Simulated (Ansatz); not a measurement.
**What Sc3BC (built on the sites of a database entry of Sc3InC) distorts into**

Wanted: the energy along a soft mode of Sc3BC (built on the sites of a database entry of Sc3InC) and the structure at the end.

Calculated with Ansatz 0.2.0; DFT LDA, scalar-relativistic, plane waves, PAW.

The structure was built from a prototype and need not be the compound's stable phase.

### Step 1. The structure

It takes space group Pm-3m (No. 221, cubic). Conventional cell: a = 4.267 Å, b = 4.267 Å, c = 4.267 Å, α = 90.00°, β = 90.00°, γ = 90.00°. Nearest to Sc lie 2 C at 2.13 Å and 4 B at 3.02 Å and 8 Sc at 3.02 Å. B has 12 Sc at 3.02 Å nearest. Nearest to C lie 6 Sc at 2.13 Å. Farther neighbours are not listed.

As a file:

```cif
data_structure
_symmetry_space_group_name_H-M 'Pm-3m'
_symmetry_Int_Tables_number 221
_cell_length_a 4.2667
_cell_length_b 4.2667
_cell_length_c 4.2667
_cell_angle_alpha 90.000
_cell_angle_beta 90.000
_cell_angle_gamma 90.000
_cell_volume 77.67
loop_
_atom_site_label
_atom_site_type_symbol
_atom_site_symmetry_multiplicity
_atom_site_Wyckoff_symbol
_atom_site_fract_x
_atom_site_fract_y
_atom_site_fract_z
_atom_site_occupancy
Sc1 Sc 3 c 0.50000 0.00000 0.50000 1
B1 B 1 a 0.00000 0.00000 0.00000 1
C1 C 1 b 0.50000 0.50000 0.50000 1
```

### Step 2. Phonons on a q mesh

The cell comes from relaxations at this level that are not shown. Stability and thermal properties need the whole zone. Linear response on a 4×4×4 q mesh gives force constants as far as a supercell of that size would.

Contents of input.yaml:

```yaml
crystal:
  lattice:
    - [4.2666960729, 0.0, 0.0]
    - [0.0, 4.2666960729, 0.0]
    - [0.0, 0.0, 4.2666960729]
  atoms:
    - { symbol: Sc, position: [0.5, 0.0, 0.5] }
    - { symbol: Sc, position: [0.0, 0.5, 0.5] }
    - { symbol: Sc, position: [0.5, 0.5, 0.0] }
    - { symbol: B, position: [0.0, 0.0, 0.0] }
    - { symbol: C, position: [0.5, 0.5, 0.5] }
kpoints:
  mp_grid: { grid: [8, 8, 8] }
hamiltonian:
  xc: lda
scf:
  occupations: { method: methfessel_paxton, width: 0.2 }
output:
  eigenvalues: true
phonons:
  method: dfpt
  qmesh: [4, 4, 4]
  temperatures: { t_max: 1000, t_step: 50 }
  qpath:
    path:
      - [[0.0, 0.0, 0.0], [0.0, 0.5, 0.0], [0.5, 0.5, 0.0], [0.0, 0.0, 0.0], [0.5, 0.5, 0.5], [0.0, 0.5, 0.0]]
      - [[0.5, 0.5, 0.5], [0.5, 0.5, 0.0]]
    npoints: 10
```

The run is started by

```console
$ ansatz run input.yaml --threads 8 --pin off --max-ram 14336MiB --backend cpu --events-out ev --progress --plain --runs-dir out
```

Numbers of over 12 decimals in the logs are rounded to 6 here.

The log of the run:

```text
Engine: ansatz 0.2.0, x86_64-unknown-linux-gnu
Pseudopotentials: kind: paw
Pseudopotential: Sc, paw, valence charge 11, recommended cutoff 420 eV (normal), Sc.paw.azcp
Pseudopotential: B, paw, valence charge 3, recommended cutoff 420 eV (normal), B.paw.azcp
Pseudopotential: C, paw, valence charge 4, recommended cutoff 420 eV (normal), C.paw.azcp
Functional definition: SPW92
  exchange = slater_x
  correlation = pw_c
Crystal: 5 atoms, lattice volume = 77.674 Å³
Basis set: ecut = 420 eV, 1503 PW (Γ), exchange–correlation on 60×60×60 points (8 copies of the dense FFT grid, shifted against one another)
Bands: 25, of which v1, the nominal top of the filled ones, is band 20 counted from 1 (19 counted from 0)
Symmetry: 48 space group operations
k-points: 35 of 512
Non-local potential: Sc, projectors of the file, l = 0: 3, l = 1: 2, l = 2: 3, l = 3: 1
Non-local potential: B, projectors of the file, l = 0: 2, l = 1: 2, l = 2: 1
Non-local potential: C, projectors of the file, l = 0: 2, l = 1: 2, l = 2: 1
PAW form: soft (Blöchl's): semilocal exchange-correlation on the pseudo side does not see the compensation charge
PAW frozen core: Sc, regenerated for the run's functional, and the local potential with it (the file was generated under x = pbe(κ = 0.804, μ = 0.219515), c = pbe(β = 0.066725))
PAW frozen core: B, regenerated for the run's functional, and the local potential with it (the file was generated under x = pbe(κ = 0.804, μ = 0.219515), c = pbe(β = 0.066725))
PAW frozen core: C, regenerated for the run's functional, and the local potential with it (the file was generated under x = pbe(κ = 0.804, μ = 0.219515), c = pbe(β = 0.066725))
PAW one-centre angular grid: Sc, 590 points (default); XC on 64 Gauss nodes
PAW one-centre angular grid: B, 110 points (default); XC on 64 Gauss nodes
PAW one-centre angular grid: C, 110 points (default); XC on 64 Gauss nodes
Initial density: superposition of atomic densities (neutral atoms: chi_scale 0, normalization atom), corrected by the library's trained network
Initial wavefunctions: pseudopotential atomic-orbital guess
Functional: x = slater, c = lda
SCF iter   1: F=—  HF=-6660.663934 eV  |F-HF|=—  |Δ(HF+E_count)|=         —  Δρ=1.06e-2  dr2=1.77e-1  ethr=1.77e-3  ⟨swp⟩=4.1  Hψ=3513  notcnv=0
preconditioner: auto → Kerker (q_TF=auto, 2.443 Å⁻¹)  [metal: Δε(μ)=0.050 eV  Ē_g=4.830 eV  σ=0.200 eV  W_gap=0.21  n_scr=18 (ndim 8)  ℏωp=16.9 eV  f_vac=0.000  D(μ)=0.63/eV (n_scr^D=0)]
SCF iter   2: F=—  HF=-6660.628186 eV  |F-HF|=—  |Δ(HF+E_count)|=   3.57e-2  S|Δr|=    0.00e0  Δρ=4.81e-3  dr2=3.05e-2  ethr=4.43e-4  ⟨swp⟩=2.0  Hψ=1330  notcnv=0
SCF iter   3: F=—  HF=-6660.620110 eV  |F-HF|=—  |Δ(HF+E_count)|=   8.08e-3  S|Δr|=    0.00e0  Δρ=1.99e-3  dr2=5.42e-3  ethr=7.62e-5  ⟨swp⟩=2.1  Hψ=1016  notcnv=0
SCF iter   4: F=—  HF=-6660.618364 eV  |F-HF|=—  |Δ(HF+E_count)|=   1.75e-3  S|Δr|=    0.00e0  Δρ=5.50e-4  dr2=4.18e-4  ethr=1.35e-5  ⟨swp⟩=2.0  Hψ=1086  notcnv=0
SCF iter   5: F=—  HF=-6660.618245 eV  |F-HF|=—  |Δ(HF+E_count)|=   1.19e-4  S|Δr|=    0.00e0  Δρ=1.94e-4  dr2=2.64e-5  ethr=1.04e-6  ⟨swp⟩=2.3  Hψ=1177  notcnv=0
SCF iter   6: F=—  HF=-6660.618243 eV  |F-HF|=—  |Δ(HF+E_count)|=   1.42e-6  S|Δr|=    0.00e0  Δρ=3.55e-5  dr2=1.13e-6  ethr=6.60e-8  ⟨swp⟩=2.3  Hψ=1089  notcnv=0
SCF iter   7: F=—  HF=-6660.618243 eV  |F-HF|=—  |Δ(HF+E_count)|=   8.61e-7  S|Δr|=    0.00e0  Δρ=7.11e-6  dr2=3.30e-8  ethr=2.83e-9  ⟨swp⟩=2.0  Hψ=1105  notcnv=0  defer=1
SCF iter   8: F=—  HF=-6660.618243 eV  |F-HF|=—  |Δ(HF+E_count)|=   2.99e-9  S|Δr|=    0.00e0  Δρ=1.30e-6  dr2=1.37e-9  ethr=8.25e-11  ⟨swp⟩=2.0  Hψ=1079  notcnv=0  defer=1
SCF iter   9: F=—  HF=-6660.618243 eV  |F-HF|=—  |Δ(HF+E_count)|=  1.56e-10  S|Δr|=    0.00e0  Δρ=1.42e-7  dr2=1.59e-11  ethr=3.43e-12  ⟨swp⟩=2.0  Hψ=1125  notcnv=0  defer=1
SCF iter  10: F=-6660.618243 eV  HF=-6660.618243 eV  |F-HF|=0.00e0  |Δ(HF+E_count)|=  9.09e-13  S|Δr|=    0.00e0  Δρ=4.39e-8  dr2=1.36e-12  ethr=1.00e-12  ⟨swp⟩=7.0  Hψ=3336  notcnv=0
SCF 1 converged in 10 iterations: F = -6660.618243 eV  dr2 = 1.36e-12
  greatest PAW one-centre occupation: 0.998 electrons in one spin orbital (limit 2), on the Sc atom at site 1 (counted from 0), in its partial waves of l = 0
Initial density: read from a saved state, or passed on in memory by an earlier SCF of this step, an earlier step, the calling program or the single point that the run made first
[...]
eigensolver tolerance schedule: the retry pair's looser diagonalisation over-reported the residual by 1297634.89 of it (diagonalisation noise at an unbounded share of the residual, at the tolerance the schedule requests for it); recorded, not acted on — ethr = c·dr2/N_el stays at c = 1.0e-1
preconditioner: auto → Kerker (q_TF=auto, 2.443 Å⁻¹)  [metal: Δε(μ)=0.049 eV  Ē_g=4.877 eV  σ=0.200 eV  W_gap=0.20  n_scr=18 (ndim 8)  ℏωp=16.9 eV  f_vac=0.000  D(μ)=0.64/eV (n_scr^D=0)]
SCF iter   2: F=—  HF=-6660.618243 eV  |F-HF|=—  |Δ(HF+E_count)|=   1.64e-6  S|Δr|=    0.00e0  Δρ=3.90e-8  dr2=1.37e-12  ethr=1.00e-12  ⟨swp⟩=4.3  Hψ=2692  notcnv=0
SCF iter   3: F=-6660.618243 eV  HF=-6660.618243 eV  |F-HF|=2.73e-12  |Δ(HF+E_count)|=    0.00e0  S|Δr|=    0.00e0  Δρ=2.92e-8  dr2=7.11e-13  ethr=1.00e-12  ⟨swp⟩=1.0  Hψ=1897  notcnv=0
SCF 2 converged in 3 iterations: F = -6660.618243 eV  dr2 = 7.11e-13
  greatest PAW one-centre occupation: 0.998 electrons in one spin orbital (limit 2), on the Sc atom at site 2 (counted from 0), in its partial waves of l = 0
k-points: 75 of 512 (irreducible under 8 space group operations, time reversal used)
iter 1 solved again at ethr=2.47e-7 eV; its pass at ethr=3.10e-3 eV (dr2=9.89e-5 eV) is discarded
SCF iter   1: F=—  HF=-6660.619798 eV  |F-HF|=—  |Δ(HF+E_count)|=         —  Δρ=2.41e-4  dr2=1.29e-4  ethr=2.47e-7  ⟨swp⟩=2.0  Hψ=11089  notcnv=0  defer=214
preconditioner: auto → Resta (q_TF=auto, 2.443 Å⁻¹)  ε∞=12.9  [insulator: Δε(μ)=0.000 eV  Ē_g=4.878 eV  n_scr=18 (ndim 8)  ℏωp=16.9 eV  f_vac=0.000  ε∞_Penn≈12.9]
SCF iter   2: F=—  HF=-6660.619775 eV  |F-HF|=—  |Δ(HF+E_count)|=   2.32e-5  Δρ=8.87e-5  dr2=1.24e-5  ethr=2.47e-7  ⟨swp⟩=2.0  Hψ=2376  notcnv=0  defer=129
SCF iter   3: F=—  HF=-6660.619775 eV  |F-HF|=—  |Δ(HF+E_count)|=   3.02e-7  Δρ=4.35e-5  dr2=1.81e-6  ethr=3.09e-8  ⟨swp⟩=2.0  Hψ=2162  notcnv=0  defer=72
SCF iter   4: F=—  HF=-6660.619772 eV  |F-HF|=—  |Δ(HF+E_count)|=   2.99e-6  Δρ=7.07e-6  dr2=4.48e-8  ethr=4.53e-9  ⟨swp⟩=2.0  Hψ=2297  notcnv=0  defer=70
SCF iter   5: F=—  HF=-6660.619772 eV  |F-HF|=—  |Δ(HF+E_count)|=   8.37e-9  Δρ=2.69e-6  dr2=4.83e-9  ethr=1.12e-10  ⟨swp⟩=2.0  Hψ=2407  notcnv=0  defer=70
[...]
NSCF: frozen V_eff on 51 k-points
NSCF: frozen V_eff on 35 k-points
[...]
DFPT response loops at q = (0, 0, 0) (fractional): preconditioner auto → Kerker (q_TF=auto, 2.443 Å⁻¹) (partly filled bands, converged f_vac=0.000); β = 1.00, the filter's whole step (`scf.mixing.beta` (0.50) is not read by the response loops under this deck's `scf.mixing.preconditioner`; to damp them name `kerker` or `kerker_dos`, under which they read `scf.mixing.beta`, and type it under 1.00, their step now; both keys bind the ground state too); Broyden in place of MSR1
NSCF: frozen V_eff on 400 k-points
DFPT response loops at q = (0, 0, 0.25) (fractional): mixed as the last ones told, above
NSCF: frozen V_eff on 250 k-points
DFPT response loops at q = (0, 0, -0.5) (fractional): mixed as the last ones told, above
NSCF: frozen V_eff on 640 k-points
DFPT response loops at q = (0, 0.25, 0.25) (fractional): mixed as the last ones told, above
NSCF: frozen V_eff on 400 k-points
DFPT response loops at q = (0, 0.25, -0.5) (fractional): mixed as the last ones told, above
NSCF: frozen V_eff on 250 k-points
DFPT response loops at q = (0, -0.5, -0.5) (fractional): mixed as the last ones told, above
NSCF: frozen V_eff on 1024 k-points
DFPT response loops at q = (0.25, 0.25, 0.25) (fractional): mixed as the last ones told, above
NSCF: frozen V_eff on 640 k-points
DFPT response loops at q = (0.25, 0.25, -0.5) (fractional): mixed as the last ones told, above
NSCF: frozen V_eff on 400 k-points
DFPT response loops at q = (0.25, -0.5, -0.5) (fractional): mixed as the last ones told, above
NSCF: frozen V_eff on 250 k-points
DFPT response loops at q = (-0.5, -0.5, -0.5) (fractional): mixed as the last ones told, above
SCF converged after 10 iterations
Stability not checked: this state was not tested for a lower state beside it, because cold or Methfessel-Paxton smearing, or corrected tetrahedra, fill the levels in a way that the test cannot read (fill_not_monotonic; see scf.lower_state_search)
Free energy (F): -6660.618243 eV
Harris-Foulkes:  -6660.618243 eV  (|F-HF|=0.00e0)
Internal energy: -6660.627026 eV  (E = F + TS)
E sigma→0 (E₀):  -6660.620439 eV
Entropy (-TS):   0.008784 eV (1.757 meV/atom)
Fermi energy:    9.779265 eV
Step filling:    the computed levels leave a gap of 0.0000 eV = 0.0 smearing widths at the electron count; against every level under it full and every level over it empty, smearing changes F+E_penalty+E_count by +1.557 meV and its σ→0 estimate by -0.639 meV
--- Per-component energies (eV) ---
  E_band       = -431.566080
  E_kinetic    = 921.720043
  E_local      = -2706.261080  (includes V_loc(G=0)·N_el)
  E_nonlocal   = 297.325952
  E_hartree    = 950.819990
  E_xc         = -390.927426
  E_vxc        = -485.562154  (∫ρ·V_xc dr)
  E_paw        = -2893.184029  (= ΣΔE_a)
  E_vpaw       = -360.428831  (= ΣTr[D̂ρ^β])
  E_aug_tail   = 0.000028  (compensation charges beyond the density's cutoff)
  E_ewald      = -2841.143940
  E_core_change = 1.023435  (= ΣΔE_core)
  E_smearing   = 0.008784  (= −TS)
  E_closure    = 0.000000  (closes the sum)
  Σ components = -6660.618243   (vs F -6660.618243, Δ=0.00e0)
--- Band table (eV; the first three rows and the last of 35) ---
  k-point 0: bands = [... 16 lower, 9.2150, 9.7001, 9.7001, 9.7695, 9.7695, 9.7695, 11.8591, 11.8591, ... 1 higher]
  k-point 1: bands = [... 16 lower, 9.0851, 9.7157, 9.7355, 9.7355, 9.8182, 9.8377, 11.4624, 11.9762, ... 1 higher]
  k-point 2: bands = [... 16 lower, 8.8466, 9.0017, 9.6110, 9.6110, 9.9465, 10.2198, 11.4436, 12.2906, ... 1 higher]
  k-point 34: bands = [... 16 lower, 5.8338, 9.3752, 9.3752, 9.3752, 11.6671, 11.6671, 11.6671, 11.8513, ... 1 higher]
--- Phonons (Γ-DFPT): 4 representative perturbations + reference (Σ response iterations 12) ---
  ASR residual: 3.194e-5 → 0.000e0 eV/Å²; symmetrization residual: 1.315e-6 eV/Å²
  ASR residual per site (eV/Å²): 1.63e-5 1.63e-5 1.63e-5 1.96e-5 3.19e-5
  Γ frequencies (cm⁻¹): -126.69 -126.69 -126.69 0.00 0.00 0.00 114.26 114.26 114.26 329.53 329.53 329.53 547.39 547.39 547.39
--- Phonons (arbitrary-q DFPT): 10 irreducible q on the 4×4×4 mesh ---
  q = [0.0000, 0.0000, 0.0000] (star 1, of the zone-centre solve; hermiticity 1.38e-7, symmetrization 6.81e-13): -126.69 -126.69 -126.69 -0.00 -0.00 0.00 114.26 114.26 114.26 329.53 329.53 329.53 547.39 547.39 547.39
  q = [0.0000, 0.0000, 0.2500] (star 6, 9 solved perturbations in 1560 linear systems a pass and spin channel, the states on 200 of 512 k-point pairs; hermiticity 3.42e-7, symmetrization 4.03e-13): -94.05 -94.05 81.03 81.03 112.85 130.65 130.65 146.53 191.15 310.60 310.60 365.78 570.62 570.62 635.52
  q = [0.0000, 0.0000, -0.5000] (star 3, 9 solved perturbations in 975 linear systems a pass and spin channel, the states on 125 of 512 k-point pairs; hermiticity 1.36e-7, symmetrization 1.93e-13): -41.00 -41.00 83.33 83.33 114.07 184.73 184.73 187.37 233.41 280.85 280.85 407.33 587.30 587.30 666.17
  q = [0.0000, 0.2500, 0.2500] (star 12, 9 solved perturbations in 2460 linear systems a pass and spin channel, the states on 320 of 512 k-point pairs; hermiticity 2.73e-7, symmetrization 3.61e-14): -73.05 -47.99 67.49 98.90 124.44 126.87 178.41 200.35 219.39 294.63 338.63 374.77 579.24 610.75 642.68
  q = [0.0000, 0.2500, -0.5000] (star 12, 15 solved perturbations on 200 of 512 k-point pairs; hermiticity 2.08e-7, symmetrization 6.72e-15): -86.86 47.75 74.59 88.28 108.67 173.58 220.17 229.15 239.96 269.93 334.42 416.58 588.93 622.27 660.49
  q = [0.0000, -0.5000, -0.5000] (star 3, 9 solved perturbations in 975 linear systems a pass and spin channel, the states on 125 of 512 k-point pairs; hermiticity 1.37e-7, symmetrization 3.06e-14): -131.21 49.07 49.07 136.88 136.88 139.96 244.39 244.39 253.81 267.92 352.69 448.91 592.30 652.67 652.67
  q = [0.2500, 0.2500, 0.2500] (star 8, 4 solved perturbations in 1376 linear systems a pass and spin channel, the states on 512 of 512 k-point pairs; hermiticity 3.41e-7, symmetrization 1.34e-13): -59.79 -59.79 21.18 72.35 72.35 168.78 227.75 227.75 233.22 332.66 332.66 387.78 614.22 614.22 649.16
  q = [0.2500, 0.2500, -0.5000] (star 12, 9 solved perturbations in 2460 linear systems a pass and spin channel, the states on 320 of 512 k-point pairs; hermiticity 1.49e-7, symmetrization 1.53e-13): -87.47 -79.05 -19.96 30.29 107.28 147.24 251.06 258.87 265.73 319.64 339.42 426.05 618.03 632.19 658.15
  q = [0.2500, -0.5000, -0.5000] (star 6, 9 solved perturbations in 1560 linear systems a pass and spin channel, the states on 200 of 512 k-point pairs; hermiticity 1.60e-7, symmetrization 5.28e-14): -128.80 -86.06 -86.06 92.10 92.10 96.64 279.29 279.29 288.57 322.33 354.82 455.79 626.87 653.92 653.92
  q = [-0.5000, -0.5000, -0.5000] (star 1, 4 solved perturbations in 350 linear systems a pass and spin channel, the states on 125 of 512 k-point pairs; hermiticity 1.32e-7, symmetrization 3.34e-13): -129.27 -129.27 -129.27 46.30 46.30 46.30 303.79 303.79 303.79 356.75 356.75 482.42 653.92 653.92 653.92
  sum rule: each row above includes the acoustic sum rule's correction from the zone centre's row sums; it moved no ω² by more than (0.85 cm⁻¹)²
  mesh force constants: q→R imaginary residual 3.40e-19; ASR residual 3.194e-5 → 0.000e0 eV/Å²; symmetrization residual 1.243e-14 eV/Å²
  interpolated dispersion: 62 rows × 15 modes
  density of states and harmonic sums: on the 16×16×16 q-mesh, interpolated from the force constants of a 4×4×4 supercell (no non-analytic term)
  largest difference from the sums on the solved wave vectors: F 3.74e-2 eV, S 4.92e-5 and C_V 1.22e-5 eV/K
  zero-point energy: 0.246182 eV/cell   skipped modes (ω ≤ 0): 341, of them read as no rigid motion or as one in doubt: 338 (1.987e0 modes/cell left out, lowest -131.21 cm⁻¹)   left out of the sums: 1.33e-1 of the cell's modes: C_V's classical limit lies that fraction below 3 k_B per atom; for a crystal, a wire or a layer, F and S can be off by more, and a phonons.interpolated_qmesh denser along its periods is the remedy for the sampling
```

Wall time 4.2 min (8 threads of Intel Xeon Platinum 8488C (Sapphire Rapids), shared host); peak memory 2.7 GiB.

Numbers from this step:

```
volume per atom                                         : 15.53 Å³
gap on the k-mesh                                       : 0 eV
sum-rule residual before enforcement                    : 3.19e-5 eV/Å²
lowest frequency on the path                            : -131.2 cm⁻¹
point group                                             : m-3m
highest frequency on the path or at a solved wavevector : 666.2 cm⁻¹
highest optical mode at the zone centre (no LO-TO term) : 547.4 cm⁻¹
lowest optical zone-centre mode                         : -126.7 cm⁻¹
lowest mode on the q mesh (acoustic modes at Γ apart)   : -131.2 cm⁻¹
```

Frequencies (cm⁻¹) solved at each irreducible wavevector; negative means imaginary. Frequencies by wavevector, by row:

```tsv
q in reciprocal lattice units	star	mode 1	mode 2	mode 3	mode 4	mode 13	mode 14	mode 15
0 0 0	1	-126.7	-126.7	-126.7	0	547.4	547.4	547.4
0 0 0.25	6	-94	-94	81	81	570.6	570.6	635.5
0 0 -0.5	3	-41	-41	83.3	83.3	587.3	587.3	666.2
0 0.25 0.25	12	-73	-48	67.5	98.9	579.2	610.8	642.7
0 0.25 -0.5	12	-86.9	47.8	74.6	88.3	588.9	622.3	660.5
0 -0.5 -0.5	3	-131.2	49.1	49.1	136.9	592.3	652.7	652.7
0.25 0.25 0.25	8	-59.8	-59.8	21.2	72.3	614.2	614.2	649.2
0.25 0.25 -0.5	12	-87.5	-79	-20	30.3	618	632.2	658.1
0.25 -0.5 -0.5	6	-128.8	-86.1	-86.1	92.1	626.9	653.9	653.9
-0.5 -0.5 -0.5	1	-129.3	-129.3	-129.3	46.3	653.9	653.9	653.9
```

Interpolated from a 4×4×4 q mesh. The phonon branches at the labelled points (cm⁻¹):

```tsv
point	branch 1	branch 2	branch 3	branch 4	branch 12	branch 13	branch 14	branch 15
Γ	-127	-127	-127	0	330	547	547	547
halfway	-94	-94	81	81	366	571	571	636
X	-41	-41	83	83	407	587	587	666
halfway	-87	48	75	88	417	589	622	660
M	-131	49	49	137	449	592	653	653
halfway	-73	-48	68	99	375	579	611	643
Γ	-127	-127	-127	0	330	547	547	547
halfway	-60	-60	21	72	388	614	614	649
R	-129	-129	-129	46	482	654	654	654
halfway	-88	-79	-20	30	426	618	632	658
X	-41	-41	83	83	407	587	587	666
jump to R	-129	-129	-129	46	482	654	654	654
halfway	-129	-86	-86	92	456	627	654	654
M	-131	49	49	137	449	592	653	653
```

Symmetry leaves 10 wavevectors to solve. The lowest mode among them, the acoustic zeros apart, lies at q = (0, -0.5, -0.5) and is imaginary, 131.2i cm⁻¹, so the energy falls along it.

### Step 3. The mode frozen in, largest atomic shift 0 Å

The mode followed lies at q = (0, -0.5, -0.5) with frequency 131.2i cm⁻¹, the softest among the wavevectors solved. At small amplitude the distorted cell has space group no. 127 by a symmetry search on the positions. The undistorted cell that holds it gives the zero of energy on the same k mesh.

System of this step: Sc3BC (built on the sites of a database entry of Sc3InC). It takes space group Pm-3m (No. 221, cubic). The conventional cell has a = 4.267 Å, b = 4.267 Å, c = 4.267 Å, α = 90.00°, β = 90.00°, γ = 90.00°. Sc has 2 C at 2.13 Å and 8 Sc at 3.02 Å and 4 B at 3.02 Å nearest. Sc has 2 C at 2.13 Å and 4 B at 3.02 Å and 8 Sc at 3.02 Å nearest. Nearest to B lie 12 Sc at 3.02 Å. Nearest to C lie 6 Sc at 2.13 Å. Farther neighbours are not listed.

Contents of input.yaml:

```yaml
crystal:
  lattice:
    - [-4.2666960729, 0.0, 0.0]
    - [0.0, -4.2666960729, -4.2666960729]
    - [0.0, -4.2666960729, 4.2666960729]
  atoms:
    - { symbol: Sc, position: [0.5, 0.25, 0.75] }
    - { symbol: Sc, position: [0.5, 0.75, 0.25] }
    - { symbol: Sc, position: [1.0, 0.0, 0.5] }
    - { symbol: Sc, position: [1.0, 0.5, 0.0] }
    - { symbol: Sc, position: [0.5, 0.25, 0.25] }
    - { symbol: Sc, position: [0.5, 0.75, 0.75] }
    - { symbol: B, position: [1.0, 0.5, 0.5] }
    - { symbol: B, position: [1.0, 1.0, 1.0] }
    - { symbol: C, position: [0.5, 0.0, 0.5] }
    - { symbol: C, position: [0.5, 0.5, 0.0] }
kpoints:
  mp_grid: { grid: [8, 6, 6] }
hamiltonian:
  xc: lda
scf:
  occupations: { method: methfessel_paxton, width: 0.2 }
output:
  forces: true
  stress: true
  eigenvalues: true
```

The log of the run:

```text
[...]
Crystal: 10 atoms, lattice volume = 155.348 Å³
Basis set: ecut = 420 eV, 3019 PW (Γ)
Bands: 50, of which v1, the nominal top of the filled ones, is band 40 counted from 1 (39 counted from 0)
Symmetry: 32 space group operations
[...]
k-points: 50 of 288
[...]
k-point 0: bands = [... 36 lower, 9.2772, 9.6997, 9.6999, 9.7692, 9.7692, 9.7694, 11.5690, 11.5690, ... 6 higher]
  k-point 1: bands = [... 36 lower, 9.2985, 9.6108, 9.7144, 9.7833, 9.8545, 9.9128, 11.3696, 11.6185, ... 6 higher]
  k-point 2: bands = [... 36 lower, 9.1152, 9.3633, 9.5782, 9.5961, 10.1013, 10.2655, 10.9384, 11.1992, ... 6 higher]
  k-point 49: bands = [... 36 lower, 8.6983, 8.6983, 9.2773, 9.2773, 11.5695, 11.5695, 11.5696, 11.5696, ... 6 higher]
[key lines of the parts left out:]
SCF converged after 7 iterations
Free energy (F): -13321.237185 eV
Fermi energy:    9.771743 eV
P = ⅓ Tr σ = -0.0135 GPa (-0.135 kbar)
```

It took 2.2 s on 8 threads; peak memory 0.9 GiB; 16 s of CPU time.

This step gave:

```
pressure                         : -0.01348 GPa
energy from the undistorted cell : 0 meV/atom
```

The run ends at a pressure of -0.01 GPa.

(Continued in part 2 of 2.)

[Logs are printed without paths, hosts, clocks, repeated set-up lines and the standing remarks that a program may print on its own settings, such as how far it seeks lower states.]

[Hosts, paths, dates, database ids (printed as entryN), source tags and the programs' standing remarks are cut or masked in the printed files.]
